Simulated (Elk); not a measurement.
# How HfC absorbs and reflects light

Aim: the dielectric function of HfC, and the optical constants that follow from it. The cell comes from an older database entry, whose edges can differ from later determinations, mostly by under a per cent.

Program: Elk 11.2.3 (patched build). Level of theory: DFT, PBE, all-electron APW+lo, Dirac cores, scalar-relativistic bands, independent-particle optical response without local fields. Values are calculated unless marked as measured.

The database entry behind the starting cell differs from other determinations of this structure, so it need not match the best structure at room temperature.

### Step 1. The starting structure

The structure is cubic, space group Fm-3m (No. 225). The conventional cell has a = 4.650 Å, b = 4.650 Å, c = 4.650 Å, α = 90.00°, β = 90.00°, γ = 90.00°. Nearest to Hf lie 6 C at 2.33 Å. Nearest to C lie 6 Hf at 2.33 Å. Farther neighbours, and contacts between anions beyond the nearest, are not listed.

### Step 2. Ground state

The self-consistent density comes first; it also tells whether there is a gap, which decides the occupations and the need for a Drude term.

This step: DFT, PBE, all-electron APW+lo, Dirac cores, scalar-relativistic bands, ground state (Elk 11.2.3 (patched build)).

Input file elk.in:

```
tasks
  0
  120

xctype
  20

nempty
  10

lorbcnd
  .true.

rgkmax
  7.0

swidth
  0.0018375

maxscl
  100

epsengy
  1e-05

sppath
  './'

avec
  0.000000000000 4.393613239755 4.393613239755
  4.393613239755 0.000000000000 4.393613239755
  4.393613239755 4.393613239755 0.000000000000

atoms
  2
  'Hf.in'
  1
  0.500000000000 0.500000000000 0.500000000000   0.000 0.000 0.000
  'C.in'
  1
  0.000000000000 0.000000000000 0.000000000000   0.000 0.000 0.000

ngridk
  15 15 15
```

Command:

```bash
$ OMP_NUM_THREADS=4 elk
```

The log of the run:

```text
┌─────────────────────────┐
│ Elk code version 11.2.3 │
└─────────────────────────┘

All units are atomic (Hartree, Bohr, etc.)

┌─────────────────────────────────────────────────┐
│ Ground-state run starting from atomic densities │
└─────────────────────────────────────────────────┘

Lattice vectors :
   0.000000000       4.393613240       4.393613240
   4.393613240       0.000000000       4.393613240
   4.393613240       4.393613240       0.000000000

Reciprocal lattice vectors :
 -0.7150362315      0.7150362315      0.7150362315
  0.7150362315     -0.7150362315      0.7150362315
  0.7150362315      0.7150362315     -0.7150362315

Unit cell volume      :    169.6271903
Brillouin zone volume :    1.462325781

Muffin-tin inner radius fraction :   0.1000000000E-01

Nuclei treated as point charges

Species : 1 (Hf)
 parameters loaded from : Hf.in
 name : hafnium
 nuclear charge    :   -72.00000000
 electronic charge :    72.00000000
 atomic mass :    325367.3659
 muffin-tin radius :    2.643938494
 number of radial points in muffin-tin :   1393
 inner part over the whole radius :   0.9988331917E-02
 number on inner part of muffin-tin    :    998
 approximate nuclear radius :   0.1000320365E-03
 number of mesh points to nuclear radius :    520
 atomic positions (lattice), magnetic fields (Cartesian) :
  1 :   0.00000000  0.00000000  0.00000000    0.00000000  0.00000000  0.00000000

Species : 2 (C)
 parameters loaded from : C.in
 name : carbon
 nuclear charge    :   -6.000000000
 electronic charge :    6.000000000
 atomic mass :    21894.16674
 muffin-tin radius :    1.699674746
 number of radial points in muffin-tin :    593
 inner part over the whole radius :   0.9850936404E-02
 number on inner part of muffin-tin    :    405
 approximate nuclear radius :   0.4747601631E-04
 number of mesh points to nuclear radius :    166
 atomic positions (lattice), magnetic fields (Cartesian) :
  1 :   0.50000000  0.50000000  0.50000000    0.00000000  0.00000000  0.00000000

Total number of atoms per unit cell :    2
Total muffin-tin volume :    97.98584208
 ratio of muffin-tin to unit cell volume :   0.5776541008

Spin treatment :
 spin-unpolarised

Number of Bravais lattice symmetries :   48
Number of crystal symmetries         :   48
Crystal has inversion symmetry
Real symmetric eigensolver will be used

k-point grid :     15    15    15
k-point offset :    0.000000000       0.000000000       0.000000000
k-point set is reduced with full crystal symmetry group
Total number of k-points :      120

Muffin-tin radius times maximum |G+k| :    7.000000000
 using average radius
Maximum |G+k| for APW functions       :    3.223123061
Maximum (1/2)|G+k|²                   :    5.194261132
Maximum |G| for potential and density :    12.00000000
Constant for pseudocharge density :    8
 order of it for each species :   15  15
 order of it for pair densities of each species (exact exchange by exxq0 0: 15) :   14   4
Radial integration step length :    1

G-vector grid sizes :     24    24    24
Number of G-vectors :     4957

Maximum angular momentum used for
 APW functions            :    8
 outer part of muffin-tin :    6
 inner part of muffin-tin :    2

Total nuclear charge    :   -78.00000000
Total core charge       :    48.00000000
Total valence charge    :    30.00000000
Total excess charge     :    0.000000000
Total electronic charge :    78.00000000

Effective Wigner radius, rₛ :   0.8037187229

Number of empty states         :     20
Total number of valence states :     36
Total number of core states    :     48

Conduction state local-orbitals added automatically
Third-order local-orbitals added for an l without core states : F
Total number of local-orbitals :    130

Exchange-correlation functional :     20     0     0
 Perdew-Burke-Ernzerhof, Phys. Rev. Lett. 77, 3865 (1996)
 gradient requirement :    1
 generalised gradient approximation (GGA)

Smearing type :    3
 Fermi-Dirac
Smearing width :   0.1837500000E-02
Effective electronic temperature (K) :    580.2366081

Mixing type :    3
 Broyden mixing, J. Phys. A: Math. Gen. 17, L317 (1984)

Kohn-Sham potential initialised from atomic data

┌──────────────────────────────┐
│ Self-consistent loop started │
└──────────────────────────────┘

┌─────────────────┐
│ Loop number : 1 │
└─────────────────┘

Energies :
 Fermi                       :     0.198871
 sum of occupied eigenvalues :     -9250.6063289536
 electron kinetic            :      16921.812168003
 core electron kinetic       :      16381.930101328
 Coulomb                     :     -31742.836641779
 Coulomb potential           :     -25771.102873827
 nuclear-nuclear             :     -1415.3788691959
 electron-nuclear            :     -34911.872809137
 Hartree                     :      4584.4150365536
 Madelung                    :     -18857.285204865
 xc potential                :     -401.31562312930
 exchange                    :     -310.69416211469
 correlation                 :     -4.534897
 electron entropic           :    -0.196136E-04
 total energy                :     -15136.253552168

Density of states at Fermi energy :    1.714580556
 (states/Hartree/unit cell)

Estimated indirect band gap :   0.3717382534E-02
 from k-point 9 to k-point 59
Estimated direct band gap   :   0.2827566837E-01
 at k-point 59

Charges :
 core                        :    48.00000000
 valence                     :    30.00000000
 interstitial                :    2.584508035
 muffin-tins (core leakage)
  species : 1 (Hf)
   atom 1                    :    69.66878652     (  0.8787713242E-06)
  species : 2 (C)
   atom 1                    :    5.746705450     (  0.8450982370E-05)
 total in muffin-tins        :    75.41549197
 total calculated charge     :    77.99980197
 total charge                :    78.00000000
 error                       :   0.1980312517E-03

┌─────────────────┐
│ Loop number : 2 │
└─────────────────┘

Energies :
 Fermi                       :     0.201610
 sum of occupied eigenvalues :     -9250.6985200733
 electron kinetic            :      16921.806716728
 core electron kinetic       :      16381.775579381
 Coulomb                     :     -31743.068287680
 Coulomb potential           :     -25770.775982474
 nuclear-nuclear             :     -1415.3788691959
 electron-nuclear            :     -34912.661890042
 Hartree                     :      4584.9724715575
 Madelung                    :     -18857.680296443
 xc potential                :     -401.72925432756
 exchange                    :     -310.69930353925
 correlation                 :     -4.535566
 electron entropic           :    -0.220850E-04
 total energy                :     -15136.496462887

Density of states at Fermi energy :    2.020372353
 (states/Hartree/unit cell)

Estimated indirect band gap :   0.1181686173E-02
 from k-point 9 to k-point 59
Estimated direct band gap   :   0.2592901059E-01
 at k-point 59

Charges :
 core                        :    48.00000000
 valence                     :    30.00000000
 interstitial                :    2.590560006
 muffin-tins (core leakage)
  species : 1 (Hf)
   atom 1                    :    69.68465520     (  0.8758734324E-06)
  species : 2 (C)
   atom 1                    :    5.724784795     (  0.8467633354E-05)
 total in muffin-tins        :    75.40943999
 total calculated charge     :    77.99981183
 total charge                :    78.00000000
 error                       :   0.1881745240E-03

RMS change in Kohn-Sham potential (target) :    2.049904598     (  0.1000000000E-05)
Absolute change in total energy (target)   :   0.2429107191     (  0.1000000000E-04)

[... 15 loops left out ...]

┌──────────────────┐
│ Loop number : 18 │
└──────────────────┘

Energies :
 Fermi                       :     0.390269
 sum of occupied eigenvalues :     -9244.7281388920
 electron kinetic            :      16927.040668504
 core electron kinetic       :      16381.746392700
 Coulomb                     :     -31747.684238159
 Coulomb potential           :     -25759.343660744
 nuclear-nuclear             :     -1415.3788691959
 electron-nuclear            :     -34933.455840079
 Hartree                     :      4601.1504711159
 Madelung                    :     -18868.012407787
 xc potential                :     -412.42514665233
 exchange                    :     -310.80269035660
 correlation                 :     -4.557405
 electron entropic           :    -0.115908E-03
 total energy                :     -15136.003780965

Density of states at Fermi energy :    11.50965043
 (states/Hartree/unit cell)

Estimated indirect band gap :   0.1590822270E-02
 from k-point 54 to k-point 60
Estimated direct band gap   :   0.1042284456E-01
 at k-point 64

Charges :
 core                        :    48.00000000
 valence                     :    30.00000000
 interstitial                :    2.726575900
 muffin-tins (core leakage)
  species : 1 (Hf)
   atom 1                    :    70.28608645     (  0.8000203522E-06)
  species : 2 (C)
   atom 1                    :    4.987337651     (  0.8739050170E-05)
 total in muffin-tins        :    75.27342410
 total calculated charge     :    78.00007549
 total charge                :    78.00000000
 error                       :   0.7548597725E-04

RMS change in Kohn-Sham potential (target) :   0.2233433996E-07 (  0.1000000000E-05)
Absolute change in total energy (target)   :   0.6950092938E-05 (  0.1000000000E-04)

Convergence targets achieved

┌──────────────────┐
│ Loop number : 19 │
└──────────────────┘

Energies :
 Fermi                       :     0.390269
 sum of occupied eigenvalues :     -9244.7281392437
 electron kinetic            :      16927.040668371
 core electron kinetic       :      16381.746392428
 Coulomb                     :     -31747.684238194
 Coulomb potential           :     -25759.343660428
 nuclear-nuclear             :     -1415.3788691959
 electron-nuclear            :     -34933.455840478
 Hartree                     :      4601.1504714796
 Madelung                    :     -18868.012407980
 xc potential                :     -412.42514718656
 exchange                    :     -310.80269036445
 correlation                 :     -4.557405
 electron entropic           :    -0.115908E-03
 total energy                :     -15136.003781142

Density of states at Fermi energy :    11.50965031
 (states/Hartree/unit cell)

Estimated indirect band gap :   0.1590822402E-02
 from k-point 54 to k-point 60
Estimated direct band gap   :   0.1042284453E-01
 at k-point 64

Charges :
 core                        :    48.00000000
 valence                     :    30.00000000
 interstitial                :    2.726575892
 muffin-tins (core leakage)
  species : 1 (Hf)
   atom 1                    :    70.28608646     (  0.8000189311E-06)
  species : 2 (C)
   atom 1                    :    4.987337648     (  0.8739050063E-05)
 total in muffin-tins        :    75.27342411
 total calculated charge     :    78.00007549
 total charge                :    78.00000000
 error                       :   0.7548597787E-04

┌──────────────────────────────┐
│ Self-consistent loop stopped │
└──────────────────────────────┘

Wrote STATE.OUT
```

The job ended after 18 s (4 threads of Intel Xeon at 2.60GHz (Ice Lake), shared host; peak memory 0.15 GiB).

Read from the output:

```
total energy           : -15136 Ha
Fermi energy           : 10.62 eV
DOS at the Fermi level : 0.4230 states/eV/cell
```

There are states at the Fermi level within the smearing, so the occupations stay smeared and the carriers get a Drude term.

### Step 3. Independent particles

With the density converged, the vertical transitions are summed over the zone.

This step: DFT, PBE, all-electron APW+lo, Dirac cores, scalar-relativistic bands, independent-particle optical response without local fields (Elk 11.2.3 (patched build)).

Changes to elk.in since step 2:

```diff
@@ -1,4 +1,9 @@
 tasks
-  0
-  120
+  121
+
+optcomp
+  1 1
+
+intraband
+  .true.
 
@@ -17,9 +22,7 @@
 swidth
-  0.0018375
+  0.0055124
 
-maxscl
-  100
-
-epsengy
-  1e-05
+wplot
+  400 100 0
+  0.0 0.51449
```

Command:

```bash
$ OMP_NUM_THREADS=4 elk
```

The log of the run:

```text
┌─────────────────────────────────┐
│ Elk code version 11.2.3 started │
└─────────────────────────────────┘

Info(readinput): the functional depends on the density's gradient
 muffin-tin radial points multiplied by    2.00000
 (not where nrmtscf is given)

┌────────────────────┐
│ Current task : 121 │
└────────────────────┘
Info(checkmt): changed muffin-tin radius of species 1 (Hf) from   2.8000 to   2.6439
Info(checkmt): changed muffin-tin radius of species 2 (C) from   1.8000 to   1.6997

Info(findsymcrys): atomic basis shift (lattice) :
  0.5000000000      0.5000000000      0.5000000000
See GEOMETRY.OUT for new atomic positions

Info(dielectric):
 dielectric tensor written to EPSILON_ij.OUT
 optical conductivity written to SIGMA_ij.OUT
 plasma frequency written to PLASMA_ij.OUT
 for components
  i = 1, j = 1

┌──────────────────┐
│ Elk code stopped │
└──────────────────┘
```

The job ended after 3.7 s (4 threads; peak memory 0.04 GiB).

Read-outs:

| Quantity | Value |
| --- | --- |
| Drude plasma energy, first axis | 3.625 eV |

Sum at mesh points, not converged in k. The Im ε, E ∥ x by photon energy; read off at these points:

```csv
photon energy (eV),"Im ε, E ∥ x"
0.5,57.5
1.0,24.5
1.5,16.9
2.0,15.4
2.5,12.6
3.0,11.1
3.5,7.84
4.0,10.7
4.5,7.07
5.0,9.57
5.5,8.42
6.0,7.64
6.5,7.72
7.0,7.21
7.5,7.96
8.0,6.14
8.5,6.35
9.0,6.10
9.5,5.26
10.0,5.33
10.5,4.67
11.0,5.20
11.5,4.76
12.0,3.08
12.5,2.21
13.0,1.72
13.5,1.89
```

Values under 1 per cm are given as 1; sum at mesh points, not converged in k. The absorption coefficient, E ∥ x by photon energy:

photon energy (eV), log10 absorption coefficient, E ∥ x (1/cm) and a bar from the least value:
```
    0.490        5.5 #
    1.015        5.5 
    1.505        5.7 #####
    1.995        5.7 ######
    2.485        5.8 #########
    3.010        5.8 ###########
    3.500        5.7 #######
    3.990        5.9 ##############
    4.515        5.8 ###########
    5.005        6.0 ################
    5.495        6.0 ##################
    5.985        6.0 ##################
    6.510        6.1 ###################
    7.000        6.1 ####################
    7.490        6.2 ########################
    8.015        6.2 ######################
    8.505        6.2 #######################
    8.995        6.2 ##########################
    9.485        6.2 #########################
   10.010        6.2 ##########################
   10.500        6.3 ###########################
   10.990        6.3 ###########################
   11.515        6.4 ##############################
   12.005        6.3 #############################
   12.495        6.3 #############################
   12.985        6.3 ###########################
   13.510        6.3 ###########################
```

Sum at mesh points, not converged in k. Table of loss function −Im 1/ε at q → 0, E ∥ x by energy loss; read off at these points:

energy loss (eV), loss function −Im 1/ε at q → 0, E ∥ x and a bar:
```
     0.50      0.013 
     1.00      0.040 ##
     1.50      0.059 ####
     2.00      0.061 ####
     2.50      0.076 #####
     3.00      0.089 ######
     3.50      0.090 ######
     4.00      0.087 ######
     4.41      0.128 #########
     4.50      0.120 #########
     5.00      0.092 ######
     5.50      0.117 ########
     6.00      0.124 #########
     6.50      0.123 #########
     7.00      0.133 ##########
     7.50      0.125 #########
     8.00      0.163 ############
     8.29      0.174 #############
     8.50      0.155 ###########
     9.00      0.157 ###########
     9.50      0.188 ##############
    10.00      0.185 ##############
    10.50      0.197 ###############
    10.60      0.205 ###############
    11.00      0.185 ##############
    11.50      0.165 ############
    12.00      0.192 ##############
    12.14      0.216 ################
    12.50      0.183 ##############
    13.00      0.284 ######################
    13.34      0.388 ##############################
    13.50      0.353 ###########################
```

The reflectivity at normal incidence, E ∥ x has structure finer than the step of the table below, so its rows give means over 0.5 eV. Peaks (eV: height): 4.09: 39.4, 7.56: 40.6, 8.89: 40.7, 12.49: 56.2.

Sum at mesh points, not converged in k. Table of reflectivity at normal incidence, E ∥ x by photon energy; means over each step:

photon energy (eV), reflectivity at normal incidence, E ∥ x (%) and a bar from the least value:
```
      1.0       57.9 ##############################
      1.5       51.5 #######################
      2.0       44.6 ##############
      2.5       43.1 #############
      3.0       40.3 #########
      3.5       33.9 ##
      4.0       38.6 #######
      4.5       32.2 
      5.0       36.1 #####
      5.5       36.8 #####
      6.0       34.2 ##
      6.5       34.0 ##
      7.0       34.4 ##
      7.5       38.8 ########
      8.0       34.0 ##
      8.5       33.0 #
      9.0       39.1 ########
      9.5       35.8 ####
     10.0       35.7 ####
     10.5       37.4 ######
     11.0       37.2 ######
     11.5       46.1 ################
     12.0       48.3 ###################
     12.5       53.5 #########################
     13.0       48.0 ##################
     13.5       41.2 ##########
```

Optical constants at common wavelengths, from n + ik = √ε:

```csv
wavelength (nm),n,k,R (%),1/α
1064,3.89,3.624,58.0,23 nm
800,2.78,2.828,50.1,23 nm
633,3.19,2.459,46.0,20 nm
532,3.01,2.386,44.7,18 nm
450,2.77,2.185,41.6,16 nm
405,2.39,2.124,40.3,15 nm
365,2.37,1.551,31.1,19 nm
```

A polished face would reflect 44 % of daylight and look light grey (CIE x = 0.318, y = 0.335 under D65).

### Step 4. Summary of results

```json
{
  "Drude plasma energy, first axis": "3.62 eV"
}
```

At this level (PBE, independent particles) HfC is a metal with a Drude plasma energy of 3.6 eV. The mesh is too coarse to trust the carriers' weight, the reflectivity or the colour to better than tens of per cent. Along x the bare Drude plasma energy is 3.6 eV; Re ε first rises through zero at 0.91 eV, far lower, because interband transitions screen the carriers. Im ε is 25 there, so the loss peak at that energy is weak. A polished face would reflect 44 % of daylight and look light grey (CIE x = 0.318, y = 0.335 under D65). The carriers' damping of 0.15 eV is typed, not computed; at 0.8 eV the carriers give 14 % of Im ε, the rest is interband. Spin-orbit coupling is left out although heavy atoms are present. The sum runs over mesh points 0.16 Å⁻¹ apart with no interpolation, so peaks are partly noise of the mesh, and the Drude plasma energy, a sum over the Fermi surface, isn't converged.

[Long decimals in the printed logs are rounded to 6 places.]

[Machine, clock and banner lines and Python warnings are left out of the logs.]

[Logs are printed without paths, hosts, clocks, repeated set-up lines and the standing remarks that a program may print on its own settings, such as how far it seeks lower states.]

[Hosts, paths, dates, database ids (printed as entryN), source tags and the programs' standing remarks are cut or masked in the printed files.]

[Where Elk ran, warnings of its patched build on accuracy (core leakage, angular cutoffs, spin-orbit splittings, empty states, lower magnetic states) are left out.]

[Where the starting crystal was built by hand or by swapping elements, it need not be the compound's stable phase.]

[The count of steps not shown may lack steps that the program refused or didn't finish.]
